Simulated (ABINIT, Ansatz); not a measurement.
**CdSe (Cadmoselite): bands and cutoff in G0W0 with ABINIT**

Wanted: a converged G0W0 gap of CdSe (Cadmoselite), or an estimate of the limit.

Main program and level: ABINIT 10.8.3; PBE and many-body steps on it, plane waves.

Report form: the programs' logs are mostly left out.

The database entry behind the starting cell differs from later determinations by our own check (inner coordinate of an old entry), so it need not match the best structure at ambient conditions.

### Step 1. Set-up

The structure is hexagonal, space group P6_3mc (No. 186). Conventional cell: a = 4.300 Å, b = 4.300 Å, c = 7.020 Å, α = 90.00°, β = 90.00°, γ = 120.00°. Nearest to Cd lie 4 Se at 2.61 to 2.70 Å. Nearest to Se lie 4 Cd at 2.61 to 2.70 Å. Farther neighbours and most contacts between anions are not listed.

As a file:

```cif
data_structure
_symmetry_space_group_name_H-M 'P 1'
_symmetry_Int_Tables_number 1
_cell_length_a 4.3000
_cell_length_b 4.3000
_cell_length_c 7.0200
_cell_angle_alpha 90.000
_cell_angle_beta 90.000
_cell_angle_gamma 120.000
_cell_volume 112.41
loop_
_atom_site_label
_atom_site_type_symbol
_atom_site_fract_x
_atom_site_fract_y
_atom_site_fract_z
_atom_site_occupancy
Cd1 Cd 0.33333 0.66667 0.00000 1
Cd2 Cd 0.66667 0.33333 0.50000 1
Se3 Se 0.33333 0.66667 0.38500 1
Se4 Se 0.66667 0.33333 0.88500 1
```

The cell and positions come from the Crystallography Open Database and are kept as given unless a step says otherwise.

### Step 2. Empty states on the mesh, 3×3×2 mesh, 415 bands

This step: ABINIT 10.8.3; DFT, PBE, plane waves, norm-conserving pseudopotentials.

The sums over transitions need many empty states on a uniform mesh; this step solves for them.

run.abi

```
acell 3*1.0 Angstrom
rprim 
  4.300000000016 -0.000000000004 0.000000000000
  -2.150000000005 3.723909236288 0.000000000000
  0.000000000000 0.000000000000 7.020000000000
ntypat 2
znucl 48 34
natom 4
typat 1 1 2 2
xred 
  0.333333333333 0.666666666667 0.000000000000
  0.666666666667 0.333333333333 0.500000000000
  0.333333333333 0.666666666667 0.385000000000
  0.666666666667 0.333333333333 0.885000000000
pp_dirpath "pseudos"
pseudos "Cd.upf, Se.upf"
ecut 48
ngkpt 3 3 2
nshiftk 1
shiftk 0 0 0
kptopt 1
chksymbreak 0
iscf -2
irdden 1
istwfk *1
nband 415
nbdbuf 36
tolwfr 1e-09
nstep 60
prtvol 0
indata_prefix "in"
outdata_prefix "out"
tmpdata_prefix "tmp"
```

Command:

```bash
> OMP_NUM_THREADS=1 mpirun -n 4 abinit run.abi > log
```

Run time: 15 min. Hardware: 4 MPI ranks of Intel Xeon Platinum 8375C at 2.90GHz (Ice Lake), shared host; peak memory 0.92 GiB; 59 min of CPU time.

This step gave:

```
gap                                                           : 0.6773 eV
k of the valence top                                          : 0, 0, 0
k of the conduction bottom                                    : 0, 0, 0
least direct gap                                              : 0.6773 eV
k points computed                                             : 6
lowest point of the top converged band, above the valence top : 112.1664 eV
```

On this mesh the gap is 0.677 eV.

The density comes from a self-consistent run that is not shown.

### Step 3. Screening, 3×3×2 mesh, 85 bands, screening to 76.2 eV

The RPA dielectric matrix is built and inverted for each q.

This step: RPA screening on PBE, plane waves, norm-conserving pseudopotentials.

run.abi: that of step 2 with these lines changed.

```diff
@@ -22,10 +22,11 @@
 chksymbreak 0
-iscf -2
-irdden 1
 istwfk *1
-nband 415
-nbdbuf 36
-tolwfr 1e-09
-nstep 60
-prtvol 0
+occopt 1
+irdwfk 1
+optdriver 3
+nband 85
+ecuteps 2.8
+inclvkb 2
+awtr 1
+symchi 1
 indata_prefix "in"
```

Wall time 41 s (4 MPI ranks); peak memory 1.7 GiB.

Numbers from this step:

- ε∞ with local fields, on this mesh, along the program's q direction: 49.25
- the same without local fields: 51.70
- plasma frequency: 32.85 eV
- plane waves in the screening matrix: 159

Local fields lower ε∞ by 5 %. On a Γ-centred mesh this coarse the value itself is usually too large, while a short band sum pulls it down.

### Step 4. 85 bands, 76.2 eV

The self-energy is evaluated for the states that the input lists, and the levels follow from it, in one-shot runs by the linearised quasiparticle equation.

This step: G0W0 on PBE, plane waves, norm-conserving pseudopotentials.

run.abi: that of step 3 with these lines changed.

```diff
@@ -25,8 +25,15 @@
 irdwfk 1
-optdriver 3
+optdriver 4
 nband 85
+gwcalctyp 0
+ecutsigx 48
+symsigma 1
+nkptgw 1
+kptgw 
+  0.0000000000 0.0000000000 0.0000000000
+bdgw 
+  43 46
 ecuteps 2.8
-inclvkb 2
-awtr 1
-symchi 1
+irdscr 1
+ppmodel 1
 indata_prefix "in"
```

It took 6.3 s on 4 MPI ranks; peak memory 1.6 GiB; 24 s of CPU time.

This step gave:

```
G0W0 gap on the points computed              : 1.236 eV
starting gap on the mesh                     : 0.6773 eV
k of the valence top                         : 0, 0, 0
k of the conduction bottom                   : 0, 0, 0
Z at the valence top                         : 0.794
Z at the conduction bottom                   : 0.815
least direct G0W0 gap on the computed points : 1.236 eV
```

The gap on the mesh goes from 0.68 eV to 1.24 eV, a correction of +0.56 eV.

### Step 5. Screening, 3×3×2 mesh, 180 bands, screening to 141.5 eV

This step: RPA screening on PBE, plane waves, norm-conserving pseudopotentials.

run.abi: that of step 4 with these lines changed.

```diff
@@ -25,15 +25,8 @@
 irdwfk 1
-optdriver 4
-nband 85
-gwcalctyp 0
-ecutsigx 48
-symsigma 1
-nkptgw 1
-kptgw 
-  0.0000000000 0.0000000000 0.0000000000
-bdgw 
-  43 46
-ecuteps 2.8
-irdscr 1
-ppmodel 1
+optdriver 3
+nband 180
+ecuteps 5.2
+inclvkb 2
+awtr 1
+symchi 1
 indata_prefix "in"
```

Run time: 2.8 min. Hardware: 4 MPI ranks; peak memory 2.4 GiB; 11 min of CPU time.

Numbers from this step:

```
ε∞ with local fields, on this mesh, along the program's q direction : 49.40
the same without local fields                                       : 51.80
plasma frequency                                                    : 32.85 eV
plane waves in the screening matrix                                 : 403
```

### Step 6. 180 bands, 141.5 eV

This step: G0W0 on PBE, plane waves, norm-conserving pseudopotentials.

run.abi: that of step 5 with these lines changed.

```diff
@@ -25,8 +25,15 @@
 irdwfk 1
-optdriver 3
+optdriver 4
 nband 180
+gwcalctyp 0
+ecutsigx 48
+symsigma 1
+nkptgw 1
+kptgw 
+  0.0000000000 0.0000000000 0.0000000000
+bdgw 
+  43 46
 ecuteps 5.2
-inclvkb 2
-awtr 1
-symchi 1
+irdscr 1
+ppmodel 1
 indata_prefix "in"
```

Elapsed: 14 s, on 4 MPI ranks; peak memory 1.9 GiB.

This step gave:

* G0W0 gap on the points computed: 1.208 eV
* starting gap on the mesh: 0.6773 eV
* k of the valence top: 0, 0, 0
* k of the conduction bottom: 0, 0, 0
* Z at the valence top: 0.796
* Z at the conduction bottom: 0.818
* least direct G0W0 gap on the computed points: 1.208 eV

Against G0W0 in ABINIT (3×3×2 mesh, 85 bands, screening to 76.2 eV, Godby-Needs plasmon pole), the gap moves by −0.028 eV.

### Step 7. Screening, 3×3×2 mesh, 379 bands, screening to 217.7 eV

This step: RPA screening on PBE, plane waves, norm-conserving pseudopotentials.

run.abi: that of step 6 with these lines changed.

```diff
@@ -25,15 +25,8 @@
 irdwfk 1
-optdriver 4
-nband 180
-gwcalctyp 0
-ecutsigx 48
-symsigma 1
-nkptgw 1
-kptgw 
-  0.0000000000 0.0000000000 0.0000000000
-bdgw 
-  43 46
-ecuteps 5.2
-irdscr 1
-ppmodel 1
+optdriver 3
+nband 379
+ecuteps 8
+inclvkb 2
+awtr 1
+symchi 1
 indata_prefix "in"
```

It took 13 min on 4 MPI ranks; peak memory 4 GiB; 51 min of CPU time.

Numbers from this step:

```yaml
eps_infinity_with_local_fields_on_this_mesh_along_the_program_s_q_direction: 49.51
the_same_without_local_fields: 51.81
plasma_frequency: 32.85 eV
plane_waves_in_the_screening_matrix: 809
```

### Step 8. 379 bands, 217.7 eV

This step: G0W0 on PBE, plane waves, norm-conserving pseudopotentials.

run.abi: that of step 7 with these lines changed.

```diff
@@ -25,8 +25,15 @@
 irdwfk 1
-optdriver 3
+optdriver 4
 nband 379
+gwcalctyp 0
+ecutsigx 48
+symsigma 1
+nkptgw 1
+kptgw 
+  0.0000000000 0.0000000000 0.0000000000
+bdgw 
+  43 46
 ecuteps 8
-inclvkb 2
-awtr 1
-symchi 1
+irdscr 1
+ppmodel 1
 indata_prefix "in"
```

It took 73 s on 4 MPI ranks; peak memory 4 GiB.

Numbers from this step:

```
G0W0 gap on the points computed              : 1.280 eV
starting gap on the mesh                     : 0.6773 eV
k of the valence top                         : 0, 0, 0
k of the conduction bottom                   : 0, 0, 0
least direct G0W0 gap on the computed points : 1.280 eV
```

Against G0W0 in ABINIT (3×3×2 mesh, 180 bands, screening to 141.5 eV, Godby-Needs plasmon pole), the gap moves by +0.072 eV.

### Step 9. Side by side

Times are wall times on 4 MPI ranks of Intel Xeon Platinum 8375C at 2.90GHz (Ice Lake), shared host, good to a factor of about two. A run's time includes the screening step that it read.

```tsv
run	mesh	bands	screening cutoff (eV)	DFT gap (eV)	gap on the mesh (eV)	direct (eV)	ε∞ used	time
85 bands, 76.2 eV	3×3×2	85	76.2	0.677	1.236	1.236	49.25	48 s
180 bands, 141.5 eV	3×3×2	180	141.5	0.677	1.208	1.208	49.40	3 min
379 bands, 217.7 eV	3×3×2	379	217.7	0.677	1.280	1.280	49.51	14 min
```

### Step 10. Results

```
85 bands, 76.2 eV   : 1.236 eV
180 bands, 141.5 eV : 1.208 eV
379 bands, 217.7 eV : 1.280 eV
known limits        : not at the basis limit; mesh may overstate the screening; no spin-orbit coupling; coarse k mesh
```

In words: From the first rung to the last the gap moves by +0.04 eV for 18 times the time. The gap turns back along the series, so no limit is drawn from it. In the G0W0 runs levels were corrected at 1 k point alone, so a gap called «on the mesh» is the least over those, and an edge elsewhere would be missed. The 3×3×2 mesh is coarse for this cell, which bears on the long-range parts of exchange and screening. The RPA ε∞ on this mesh reaches over 25; with a narrow direct gap a coarse mesh can overstate it, and the correction is then too small. The many-body steps are scalar-relativistic: spin-orbit coupling is not in them.

[Paths, hosts, dates, memory and timing lines, banners, echoed tables and standing remarks are left out of the program output.]

[Logs are printed without paths, hosts, clocks, repeated set-up lines and the standing remarks that a program may print on its own settings, such as how far it seeks lower states.]

[Runs of the session that timed out or met a known fault of the program may be left out.]

[Hosts, paths, dates, database ids (printed as entryN), source tags and the programs' standing remarks are cut or masked in the printed files.]

[G0W0 gaps are taken among the corrected bands and points alone; a level outside them can change the order at an edge.]

[Where Ansatz stands beside ABINIT at settings called matched, ABINIT's density can come from a denser mesh and the files from another edition; pairs whose starting gaps differed by over 0.03 eV were left out, so agreement reads better than it is.]
